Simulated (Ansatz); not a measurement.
# How Ni(100) screens a field

Where does the screening charge of Ni(100) sit?

Main program and level: Ansatz 0.2.0; plane-wave DFT, r2SCAN, Ansatz PAW.

### Step 1. The structure

The cell holds 5 atoms: 5 Ni. Cell: a = 2.489 Å, b = 2.489 Å, c = 25.040 Å, α = 90.0°, β = 90.0°, γ = 90.0°. Vacuum lies along c.

Structure file:

```cif
data_structure
_symmetry_space_group_name_H-M 'P 1'
_symmetry_Int_Tables_number 1
_cell_length_a 2.4890
_cell_length_b 2.4890
_cell_length_c 25.0400
_cell_angle_alpha 90.000
_cell_angle_beta 90.000
_cell_angle_gamma 90.000
_cell_volume 155.13
loop_
_atom_site_label
_atom_site_type_symbol
_atom_site_fract_x
_atom_site_fract_y
_atom_site_fract_z
_atom_site_occupancy
Ni1 Ni 0.00000 0.00000 0.35942 1
Ni2 Ni 0.50000 0.50000 0.42971 1
Ni3 Ni 0.00000 0.00000 0.50000 1
Ni4 Ni 0.50000 0.50000 0.57029 1
Ni5 Ni 0.00000 0.00000 0.64058 1
```

### Step 2. Single point, field 0

A sawtooth potential applies the field, turning back in the middle of the vacuum. With the dipole correction the typed value is the field outside the slab. The induced dipole is small, so the SCF threshold is tight.

Contents of input.yaml:

```yaml
crystal:
  lattice:
    - [2.4890158698, 0.0, 0.0]
    - [0.0, 2.4890158698, 0.0]
    - [0.0, 0.0, 25.04]
  atoms:
    - { symbol: Ni, position: [0.0, 0.0, 0.3594249201], spin: 0.7 }
    - { symbol: Ni, position: [0.5, 0.5, 0.4297124601], spin: 0.7 }
    - { symbol: Ni, position: [0.0, 0.0, 0.5], spin: 0.7 }
    - { symbol: Ni, position: [0.5, 0.5, 0.5702875399], spin: 0.7 }
    - { symbol: Ni, position: [0.0, 0.0, 0.6405750799], spin: 0.7 }
magnetization:
  spin_polarized: true
kpoints:
  mp_grid: { grid: [20, 20, 1] }
hamiltonian:
  xc: r2scan
scf:
  occupations: { method: fermi_dirac, width: 0.1 }
  convergence: { dr2_threshold: 1.0e-10 }
efield:
  axis: 3
  dipole_correction: true
  ramp_position: 0.97
  ramp_width: 0.06
  amplitude: 0
output:
  forces: true
  write_potential: true
  write_density: true
  volumetric_format: npy
```

Started as:

```sh
ansatz run input.yaml --threads 4 --pin off --max-ram 6144MiB --backend cpu --events-out ev --progress --plain --runs-dir out
```

Numbers of over 12 decimals in the logs are rounded to 6 here.

The program printed:

```text
Engine: ansatz 0.2.0, x86_64-unknown-linux-gnu
Pseudopotentials: kind: paw
Pseudopotential: Ni, paw, valence charge 18, recommended cutoff 500 eV (meta_gga), Ni.paw.azcp
Functional definition: r2SCAN
  parameter k0 = 0.174
  parameter k1 = 0.065
  parameter a1 = 4.9479
  exchange = r2scan_x(k0 = k0, k1 = k1, a1 = a1)
  correlation = r2scan_c
Crystal: 5 atoms, lattice volume = 155.128 Å³
Basis set: ecut = 500 eV, 4007 PW (Γ), exchange–correlation on 80×80×768 points (64 copies of the dense FFT grid, shifted against one another)
Bands: 57, of which v1, the nominal top of the filled ones, is band 45 counted from 1 (44 counted from 0)
Symmetry: 8 space group operations
k-points: 66 of 400
Non-local potential: Ni, projectors of the file, l = 0: 3, l = 1: 2, l = 2: 3, l = 3: 1
PAW form: soft (Blöchl's): semilocal exchange-correlation on the pseudo side does not see the compensation charge
PAW frozen core: Ni, regenerated for the run's functional (the file was generated under x = pbe(κ = 0.804, μ = 0.219515), c = pbe(β = 0.066725))
PAW one-centre angular grid: Ni, 590 points (default); XC on 160 Gauss nodes
Initial density: superposition of atomic densities (neutral atoms: chi_scale 0, normalization atom)
Starting moments: Σ|m| = 3.5 μB on 5 of 5 sites
Initial wavefunctions: pseudopotential atomic-orbital guess
Functional: x = r2scan, c = r2scan; τ floored in thin density (d = 2e-4 eV/Å³)
SCF iter   1: F=—  HF=-29218.816954 eV  |F-HF|=—  |Δ(HF+E_count)|=         —  Δρ=2.69e-2 (↑2.37e-2 ↓2.69e-2)  dr2=4.46e0  dr2_τ=2.82e-2  dr2_m=6.77e-1  M=4.021 μB ∫|m|=4.256 μB  β_m=1.00  ethr=3.10e-3  p=0.000 e·Å  D=4.36e-13 V/Å  ΔV_dip=-0.00 eV  dr2_dipole=1.55e-8  V_vac-E_F(+/−)=7.55/7.55 eV  ⟨swp⟩=10.7  Hψ=38367  notcnv=0  defer=140
Mixer restart at iter 1: flushing history
efield: sawtooth ramp at fractional position 0.9700 (set: `efield.ramp_position`, or a place that a band, a saddle search or an elastic batch's reference lends), width 0.0600; the density the first Hamiltonian is built on has a dipole p = 0.000 e·Å; the dipole correction subtracts the counter field D = 4.36e-13 V/Å, which shifts the + side's vacuum level by -0.00 eV against the − side's; the planar-averaged density in the ramp window peaks in size at 1.4e-6 e/Å³
preconditioner: auto → LDOS  [metal: Δε(μ)=0.003 eV  Ē_g=7.924 eV  σ=0.100 eV  W_gap=0.01  n_scr=18 (ndim 8)  ℏωp=21.1 eV  f_vac=0.588  D(μ)=9.48/eV (n_scr^D=94)]
spin=Collinear: LDOS preconditioning applied to the charge; magnetization (m = ρ↑ − ρ↓) channel mixes plain (no charge-response kernel on spin).
SCF iter   2: F=—  HF=-29220.009223 eV  |F-HF|=—  |Δ(HF+E_count)|=    1.19e0  Δρ=1.39e-2 (↑1.39e-2 ↓1.01e-2)  dr2=9.44e-1  dr2_τ=4.80e-3  dr2_m=1.54e-2  M=3.965 μB ∫|m|=4.425 μB  β_m=1.00  ethr=3.10e-3  p=-0.000 e·Å  D=-4.13e-6 V/Å  ΔV_dip=0.00 eV  dr2_dipole=3.32e-9  V_vac-E_F(+/−)=6.55/6.55 eV  ⟨swp⟩=3.5  Hψ=14432  notcnv=0  defer=396  κ⁻¹=1.0e0(r=1)
SCF iter   3: F=—  HF=-29222.139497 eV  |F-HF|=—  |Δ(HF+E_count)|=    2.13e0  Δρ=7.47e-3 (↑7.47e-3 ↓5.65e-3)  dr2=2.59e-1  dr2_τ=1.86e-3  dr2_m=7.12e-3  M=3.975 μB ∫|m|=4.588 μB  β_m=1.00  ethr=1.05e-3  p=-0.000 e·Å  D=-5.01e-7 V/Å  ΔV_dip=0.00 eV  dr2_dipole=1.38e-11  V_vac-E_F(+/−)=6.00/6.00 eV  ⟨swp⟩=3.5  Hψ=12452  notcnv=0  defer=393  κ⁻¹=7.3e-2(r=2)
SCF iter   4: F=—  HF=-29223.943228 eV  |F-HF|=—  |Δ(HF+E_count)|=         —  Δρ=1.91e-2 (↑6.84e-3 ↓1.91e-2)  dr2=3.10e-1  dr2_τ=1.27e-3  dr2_m=2.04e-1  M=4.485 μB ∫|m|=5.356 μB  β_m=1.00  ethr=2.87e-4  p=0.000 e·Å  D=9.03e-7 V/Å  ΔV_dip=-0.00 eV  dr2_dipole=1.34e-10  V_vac-E_F(+/−)=4.90/4.90 eV  ⟨swp⟩=3.7  Hψ=15996  notcnv=0  defer=397  κ⁻¹=7.3e-2(r=2)
SCF iter   5: F=—  HF=-29224.408975 eV  |F-HF|=—  |Δ(HF+E_count)|=   4.66e-1  Δρ=1.09e-2 (↑7.91e-3 ↓1.09e-2)  dr2=8.82e-1  dr2_τ=1.86e-3  dr2_m=4.62e-2  M=4.093 μB ∫|m|=5.031 μB  β_m=1.00  ethr=5.56e-5  p=0.000 e·Å  D=3.82e-6 V/Å  ΔV_dip=-0.00 eV  dr2_dipole=2.58e-10  V_vac-E_F(+/−)=4.47/4.47 eV  ⟨swp⟩=3.9  Hψ=18279  notcnv=0  defer=393  κ⁻¹=7.3e-2(r=2)
SCF iter   6: F=—  HF=-29223.702472 eV  |F-HF|=—  |Δ(HF+E_count)|=   7.07e-1  Δρ=8.29e-3 (↑8.29e-3 ↓3.27e-3)  dr2=8.89e-2  dr2_τ=9.05e-4  dr2_m=2.63e-2  M=4.147 μB ∫|m|=4.977 μB  β_m=1.00  ethr=5.56e-5  p=0.000 e·Å  D=6.41e-6 V/Å  ΔV_dip=-0.00 eV  dr2_dipole=3.61e-10  V_vac-E_F(+/−)=5.24/5.24 eV  ⟨swp⟩=3.2  Hψ=19163  notcnv=0  defer=397  κ⁻¹=1.1e-2(r=3)
SCF iter   7: F=—  HF=-29224.218697 eV  |F-HF|=—  |Δ(HF+E_count)|=   5.16e-1  Δρ=4.05e-3 (↑1.91e-3 ↓4.05e-3)  dr2=3.35e-2  dr2_τ=3.16e-4  dr2_m=6.23e-3  M=4.043 μB ∫|m|=4.981 μB  β_m=1.00  ethr=5.56e-5  p=0.000 e·Å  D=5.74e-6 V/Å  ΔV_dip=-0.00 eV  dr2_dipole=5.85e-10  V_vac-E_F(+/−)=5.04/5.04 eV  ⟨swp⟩=2.4  Hψ=14199  notcnv=0  defer=406  κ⁻¹=1.1e-2(r=4)
SCF iter   8: F=—  HF=-29224.400143 eV  |F-HF|=—  |Δ(HF+E_count)|=   1.81e-1  Δρ=3.30e-3 (↑1.08e-3 ↓3.30e-3)  dr2=1.04e-2  dr2_τ=1.13e-4  dr2_m=4.73e-3  M=3.965 μB ∫|m|=4.932 μB  β_m=1.00  ethr=3.72e-5  p=0.000 e·Å  D=5.58e-6 V/Å  ΔV_dip=-0.00 eV  dr2_dipole=1.35e-9  V_vac-E_F(+/−)=5.02/5.02 eV  ⟨swp⟩=2.0  Hψ=13461  notcnv=0  defer=410  κ⁻¹=4.4e-4(r=5)
SCF iter   9: F=—  HF=-29224.463836 eV  |F-HF|=—  |Δ(HF+E_count)|=   6.37e-2  Δρ=1.64e-3 (↑5.53e-4 ↓1.64e-3)  dr2=3.28e-3  dr2_τ=3.34e-5  dr2_m=9.90e-4  M=3.910 μB ∫|m|=4.876 μB  β_m=1.00  ethr=1.16e-5  p=0.000 e·Å  D=3.40e-6 V/Å  ΔV_dip=-0.00 eV  dr2_dipole=3.04e-10  V_vac-E_F(+/−)=4.98/4.98 eV  ⟨swp⟩=2.1  Hψ=14725  notcnv=0  defer=405  κ⁻¹=6.1e-5(r=6)
[...]
SCF iter  27: F=—  HF=-29224.478201 eV  |F-HF|=—  |Δ(HF+E_count)|=  8.29e-10  Δρ=6.76e-8 (↑6.64e-8 ↓6.76e-8)  dr2=8.53e-12  dr2_τ=2.19e-13  dr2_m=7.52e-13  M=3.854 μB ∫|m|=4.770 μB  β_m=1.00  ethr=1.00e-12  p=-0.000 e·Å  D=-4.95e-10 V/Å  ΔV_dip=0.00 eV  dr2_dipole=2.66e-16  V_vac-E_F(+/−)=4.94/4.94 eV  ⟨swp⟩=1.6  Hψ=8139  notcnv=0  defer=402  κ⁻¹=6.8e-5(r=8)
SCF iter  28: F=—  HF=-29224.478201 eV  |F-HF|=—  |Δ(HF+E_count)|=   1.31e-9  Δρ=2.98e-8 (↑2.97e-8 ↓2.98e-8)  dr2=1.64e-12  dr2_τ=2.68e-14  dr2_m=1.95e-13  M=3.854 μB ∫|m|=4.770 μB  β_m=1.00  ethr=1.00e-12  p=-0.000 e·Å  D=-1.32e-10 V/Å  ΔV_dip=0.00 eV  dr2_dipole=1.83e-17  V_vac-E_F(+/−)=4.94/4.94 eV  ⟨swp⟩=1.4  Hψ=7816  notcnv=0  defer=402  κ⁻¹=9.3e-5(r=8)
SCF iter  29: F=—  HF=-29224.478201 eV  |F-HF|=—  |Δ(HF+E_count)|=  6.55e-10  Δρ=3.05e-8 (↑1.98e-8 ↓3.05e-8)  dr2=1.08e-12  dr2_τ=1.21e-14  dr2_m=4.30e-13  M=3.854 μB ∫|m|=4.770 μB  β_m=1.00  ethr=1.00e-12  p=-0.000 e·Å  D=-2.33e-10 V/Å  ΔV_dip=0.00 eV  dr2_dipole=8.48e-18  V_vac-E_F(+/−)=4.94/4.94 eV  ⟨swp⟩=1.2  Hψ=7608  notcnv=0  defer=402  κ⁻¹=1.8e-4(r=8)
iter 30 met the thresholds in force, and the SCF goes on: an eigenvalue changes by 3.68 meV, over its tolerance of 1.07 meV (output.eigenvalues, Limitations)
SCF iter  30: F=-29224.478201 eV  HF=-29224.478201 eV  |F-HF|=2.18e-11  |Δ(HF+E_count)|=  2.91e-10  Δρ=1.44e-7 (↑1.74e-8 ↓1.44e-7)  dr2=6.89e-11  dr2_τ=8.43e-14  dr2_m=6.19e-12  M=3.854 μB ∫|m|=4.770 μB  β_m=1.00  ethr=1.00e-12  p=-0.000 e·Å  D=-1.16e-10 V/Å  ΔV_dip=0.00 eV  dr2_dipole=2.66e-19  V_vac-E_F(+/−)=4.94/4.94 eV  ⟨swp⟩=17.4  Hψ=53221  notcnv=0  κ⁻¹=6.7e-5(r=8)
iter 31 met the thresholds in force, and the SCF goes on: an eigenvalue changes by 1.39 meV, over its tolerance of 1.06 meV (output.eigenvalues, Limitations)
SCF iter  31: F=-29224.478201 eV  HF=-29224.478201 eV  |F-HF|=7.28e-12  |Δ(HF+E_count)|=  1.60e-10  Δρ=1.15e-7 (↑1.28e-8 ↓1.15e-7)  dr2=4.73e-11  dr2_τ=5.37e-14  dr2_m=3.86e-12  M=3.854 μB ∫|m|=4.770 μB  β_m=1.00  ethr=1.00e-12  p=-0.000 e·Å  D=-6.70e-11 V/Å  ΔV_dip=0.00 eV  dr2_dipole=1.80e-18  V_vac-E_F(+/−)=4.94/4.94 eV  ⟨swp⟩=8.8  Hψ=42522  notcnv=0
Mixer restart at iter 31: flushing history
SCF iter  32: F=-29224.478201 eV  HF=-29224.478201 eV  |F-HF|=1.46e-11  |Δ(HF+E_count)|=  1.46e-11  Δρ=4.95e-8 (↑2.03e-8 ↓4.95e-8)  dr2=4.33e-11  dr2_τ=9.68e-15  dr2_m=3.41e-13  M=3.854 μB ∫|m|=4.770 μB  β_m=1.00  ethr=1.00e-12  p=0.000 e·Å  D=3.63e-10 V/Å  ΔV_dip=-0.00 eV  dr2_dipole=6.58e-17  V_vac-E_F(+/−)=4.94/4.94 eV  ⟨swp⟩=1.1  Hψ=7550  notcnv=0  κ⁻¹=1.0e0(r=1)
SCF iter  33: F=-29224.478201 eV  HF=-29224.478201 eV  |F-HF|=2.87e-10  |Δ(HF+E_count)|=  9.82e-11  Δρ=8.59e-8 (↑9.28e-9 ↓8.59e-8)  dr2=2.95e-11  dr2_τ=3.11e-14  dr2_m=2.50e-12  M=3.854 μB ∫|m|=4.770 μB  ethr=1.00e-12  p=-0.000 e·Å  D=-9.22e-10 V/Å  ΔV_dip=0.00 eV  dr2_dipole=1.51e-14  V_vac-E_F(+/−)=4.94/4.94 eV  ⟨swp⟩=8.6  Hψ=40126  notcnv=0
SCF 1 converged in 33 iterations: F = -29224.478201 eV  dr2 = 2.95e-11
  greatest PAW one-centre occupation: 1.002 electrons in one spin orbital (limit 2), on the Ni atom at site 4 (counted from 0), in its partial waves of l = 1
WARN: The output density's exchange-correlation potential varies sharply where the density is thin. Do not read a vacuum level from v_tot or v_xc, or from such a field of the output density. On a cell that repeats whose density bears no net charge and no dipole along the vacuum's axis use v_es (v_loc + v_h of the components); under efield.dipole_correction with no amplitude use v_es + v_field, which holds any externa [...]
this state was not tested for a lower state beside it, because the mixer in use, unlike msr1, does not test its closes by its own steps (another_mixer; see scf.mixing.algorithm and scf.lower_state_search)
SCF converged after 33 iterations
an eigenvalue changed by more than its tolerance at an iteration that met the thresholds in force, so the SCF went on 2 times, its first undamped step at iteration 31: the last check found none over its tolerance
Magnetization: 3.8541 μB (46.9270 up, 43.0730 down)
Absolute magnetization: 4.7759 μB (∫|ρ↑−ρ↓|, with the PAW one-centre terms)
Spin contamination: 0.1389 ħ² per cell (⟨S²⟩ above its minimum at these occupations)
Per-site moments (μB) at R_I (Å): [(0.884974, 1.026719), (0.824274, 1.026719), (0.817633, 1.026719), (0.824274, 1.026719), (0.884974, 1.026719)]
Free energy (F): -29224.478201 eV
Harris-Foulkes:  -29224.478201 eV  (|F-HF|=2.87e-10)
Internal energy: -29224.257533 eV  (E = F + TS)
E sigma→0 (E₀):  -29224.367867 eV
Entropy (-TS):   -0.220668 eV (-44.134 meV/atom)
Fermi energy:    3.199552 eV
Dipole field:    D = 0.000000 V/Å  (p = 0.000000 e·Å, saw-weighted, corrected)
Work function:   Φ+ = 4.9397 eV   Φ− = 4.9397 eV
Levels:          The Fermi level and band energies are counted from a zero that moves with the ramp; work functions are not
--- Per-component energies (eV) ---
  E_band       = -2876.747485
  E_kinetic    = 1404.629302
  E_local      = -228226.979949  (includes V_loc(G=0)·N_el)
  E_nonlocal   = 3211.069912
  E_hartree    = 112042.401265
  E_xc         = -388.488912
  E_vxc        = -576.897928  (∫ρ·V_xc dr)
  E_paw        = -8228.484400  (= ΣΔE_a)
  E_vpaw       = -2816.320357  (= ΣTr[D̂ρ^β])
  E_aug_tail   = 0.001137  (compensation charges beyond the density's cutoff)
  E_vtau       = 42.949233  (kinetic-family band-sum trace: ∫τ·v_τ [+ j·A + Jᵃ·Aᵃ] dr)
  E_efield     = 0.000000  (sawtooth field / dipole correction)
  E_vefield    = 0.000000  (∫n·V_field dr)
  E_ewald      = 90963.094455
  E_core_change = -1.500343  (= ΣΔE_core)
  E_smearing   = -0.220668  (= −TS)
  E_closure    = 0.000000  (closes the sum)
  Σ components = -29224.478201   (vs F -29224.478201, Δ=0.00e0)
--- Forces (eV/Å), atoms counted from 1 ---
  atom   1  Ni    -0.00000000     0.00000000     0.63405481
  atom   2  Ni     0.00000000     0.00000000    -0.42008963
  atom   3  Ni    -0.00000000     0.00000000    -0.00000001
  atom   4  Ni     0.00000000     0.00000000     0.42008960
  atom   5  Ni     0.00000000     0.00000000    -0.63405483
  max |Σ_I F_I| component: 5.75e-8 eV/Å
--- Band table (eV; the first three rows and the last of 132) ---
  k-point 0 ↑: bands = [... 41 lower, 1.8117, 1.8327, 1.8327, 1.9846, 2.1122, 2.1122, 2.1510, 2.2265, ... 8 higher]
  k-point 1 ↑: bands = [... 41 lower, 1.7598, 1.7898, 1.8678, 2.0095, 2.0720, 2.1221, 2.1717, 2.2079, ... 8 higher]
  k-point 2 ↑: bands = [... 41 lower, 1.6927, 1.7092, 1.7615, 2.0110, 2.0359, 2.1637, 2.1832, 2.3804, ... 8 higher]
  k-point 65 ↓: bands = [... 41 lower, 3.7493, 3.8350, 3.9192, 3.9192, 6.3269, 6.3269, 8.3929, 8.3929, ... 8 higher]
```

It took 3.1 min on 4 threads of Intel Xeon 6975P-C (Granite Rapids), shared host; peak memory 1.5 GiB; 11 min of CPU time.

Numbers from this step:

| Property | Result |
| --- | --- |
| energy at zero smearing | -29224.3679 eV |
| total moment | 3.854 μB |
| site moments | 0.8850, 0.8243, 0.8176, 0.8243, 0.8850 μB |
| work function, upper face | 4.940 eV |
| dipole along the normal | 1.60e-7 e·Å |

Running mean over 1.76 Å of the planar mean; the ramp of the sawtooth is left out. The electron's electrostatic potential energy less the Fermi level by z:

```tsv
z (Å)	electron's electrostatic potential energy less the Fermi level (eV)
3.0	4.94
3.5	4.94
4.0	4.94
4.5	4.94
5.0	4.94
5.5	4.93
6.0	4.90
6.5	4.80
7.0	4.43
7.5	2.97
8.0	-1.66
8.5	-7.31
9.0	-9.79
9.5	-10.1
10.0	-10.2
10.5	-10.3
11.0	-10.3
11.5	-10.3
12.0	-10.3
12.5	-10.3
13.0	-10.3
13.5	-10.3
14.0	-10.3
14.5	-10.3
15.0	-10.2
15.5	-10.1
16.0	-9.84
16.5	-7.64
17.0	-2.15
17.5	2.75
18.0	4.39
18.5	4.79
19.0	4.90
19.5	4.93
20.0	4.94
20.5	4.94
21.0	4.94
21.5	4.94
22.0	4.94
```

Site moment by atom:

```tsv
atom	site moment (μB)
Ni1	0.885
Ni2	0.824
Ni3	0.818
Ni4	0.824
Ni5	0.885
```

Force by atom:

```tsv
atom	x (eV/Å)	y (eV/Å)	z (eV/Å)	size
Ni1	0.000	0.000	0.634	0.634
Ni2	0.000	0.000	-0.420	0.420
Ni3	0.000	0.000	0.000	0.000
Ni4	0.000	0.000	0.420	0.420
Ni5	0.000	0.000	-0.634	0.634
```

The work function of the upper face is 4.94 eV.

### Step 3. Atoms held, field 0.05 V/Å

Edit input.yaml of step 2 so:

```diff
@@ -25,3 +25,3 @@
   ramp_width: 0.06
-  amplitude: 0
+  amplitude: 0.05
 output:
```

The program printed:

```text
[...]
Crystal: 5 atoms, lattice volume = 155.128 Å³
Basis set: ecut = 500 eV, 4007 PW (Γ), exchange–correlation on 80×80×768 points (64 copies of the dense FFT grid, shifted against one another)
Bands: 57, of which v1, the nominal top of the filled ones, is band 45 counted from 1 (44 counted from 0)
Symmetry: 8 space group operations
k-points: 66 of 400
[...]
k-point 0 ↑: bands = [... 41 lower, 1.8116, 1.8326, 1.8326, 1.9844, 2.1121, 2.1121, 2.1508, 2.2263, ... 8 higher]
  k-point 1 ↑: bands = [... 41 lower, 1.7597, 1.7897, 1.8677, 2.0094, 2.0719, 2.1220, 2.1715, 2.2078, ... 8 higher]
  k-point 2 ↑: bands = [... 41 lower, 1.6926, 1.7090, 1.7614, 2.0109, 2.0358, 2.1636, 2.1830, 2.3803, ... 8 higher]
  k-point 65 ↓: bands = [... 41 lower, 3.7492, 3.8348, 3.9188, 3.9193, 6.3268, 6.3268, 8.3927, 8.3927, ... 8 higher]
[key lines of the parts left out:]
SCF converged after 31 iterations
Magnetization: 3.8541 μB (46.9270 up, 43.0730 down)
Free energy (F): -29224.478641 eV
Fermi energy:    3.199405 eV
Dipole field:    D = 0.020495 V/Å  (p = 0.017570 e·Å, saw-weighted, corrected)
```

Elapsed: 2.8 min, on 4 threads; peak memory 1.5 GiB; 11 min of CPU time.

The dipole is 0.0176 e·Å.

### Step 4. Single point, field -0.05 V/Å

Edit input.yaml of step 3 so:

```diff
@@ -25,3 +25,3 @@
   ramp_width: 0.06
-  amplitude: 0.05
+  amplitude: -0.05
 output:
```

The program printed:

```text
[...]
Crystal: 5 atoms, lattice volume = 155.128 Å³
Basis set: ecut = 500 eV, 4007 PW (Γ), exchange–correlation on 80×80×768 points (64 copies of the dense FFT grid, shifted against one another)
Bands: 57, of which v1, the nominal top of the filled ones, is band 45 counted from 1 (44 counted from 0)
Symmetry: 8 space group operations
k-points: 66 of 400
[...]
k-point 0 ↑: bands = [... 41 lower, 1.8116, 1.8326, 1.8326, 1.9844, 2.1121, 2.1121, 2.1508, 2.2263, ... 8 higher]
  k-point 1 ↑: bands = [... 41 lower, 1.7597, 1.7897, 1.8677, 2.0094, 2.0719, 2.1220, 2.1715, 2.2078, ... 8 higher]
  k-point 2 ↑: bands = [... 41 lower, 1.6926, 1.7090, 1.7614, 2.0109, 2.0358, 2.1636, 2.1830, 2.3803, ... 8 higher]
  k-point 65 ↓: bands = [... 41 lower, 3.7492, 3.8348, 3.9188, 3.9193, 6.3268, 6.3268, 8.3927, 8.3927, ... 8 higher]
[key lines of the parts left out:]
SCF converged after 30 iterations
Magnetization: 3.8541 μB (46.9270 up, 43.0730 down)
Free energy (F): -29224.478641 eV
Fermi energy:    3.199405 eV
Dipole field:    D = -0.020500 V/Å  (p = -0.017574 e·Å, saw-weighted, corrected)
```

Wall time 2.8 min (4 threads); peak memory 1.5 GiB; 11 min of CPU time.

The dipole is -0.0176 e·Å.

### Step 5. Atoms held, field 0.1 V/Å

Edit input.yaml of step 4 so:

```diff
@@ -25,3 +25,3 @@
   ramp_width: 0.06
-  amplitude: -0.05
+  amplitude: 0.1
 output:
```

The program printed:

```text
[...]
Crystal: 5 atoms, lattice volume = 155.128 Å³
Basis set: ecut = 500 eV, 4007 PW (Γ), exchange–correlation on 80×80×768 points (64 copies of the dense FFT grid, shifted against one another)
Bands: 57, of which v1, the nominal top of the filled ones, is band 45 counted from 1 (44 counted from 0)
Symmetry: 8 space group operations
k-points: 66 of 400
[...]
k-point 0 ↑: bands = [... 41 lower, 1.8111, 1.8322, 1.8322, 1.9840, 2.1116, 2.1116, 2.1504, 2.2259, ... 8 higher]
  k-point 1 ↑: bands = [... 41 lower, 1.7592, 1.7892, 1.8672, 2.0089, 2.0714, 2.1215, 2.1711, 2.2073, ... 8 higher]
  k-point 2 ↑: bands = [... 41 lower, 1.6922, 1.7086, 1.7609, 2.0105, 2.0353, 2.1631, 2.1826, 2.3798, ... 8 higher]
  k-point 65 ↓: bands = [... 41 lower, 3.7490, 3.8344, 3.9182, 3.9191, 6.3263, 6.3263, 8.3923, 8.3923, ... 8 higher]
[key lines of the parts left out:]
SCF converged after 30 iterations
Magnetization: 3.8541 μB (46.9270 up, 43.0730 down)
Free energy (F): -29224.479958 eV
Fermi energy:    3.198968 eV
Dipole field:    D = 0.040984 V/Å  (p = 0.035135 e·Å, saw-weighted, corrected)
```

It took 2.7 min on 4 threads; peak memory 1.5 GiB; 10 min of CPU time.

The dipole is 0.0351 e·Å.

(Part 1 of 2 ends here.)

[Logs are printed without paths, hosts, clocks, repeated set-up lines and the standing remarks that a program may print on its own settings, such as how far it seeks lower states.]

[Hosts, paths, dates, database ids (printed as entryN), source tags and the programs' standing remarks are cut or masked in the printed files.]

[Maps of the electrostatic potential energy from Ansatz leave out the sawtooth potential of an applied field or a dipole correction, so their vacuum need not be flat; planar profiles and work functions include it.]
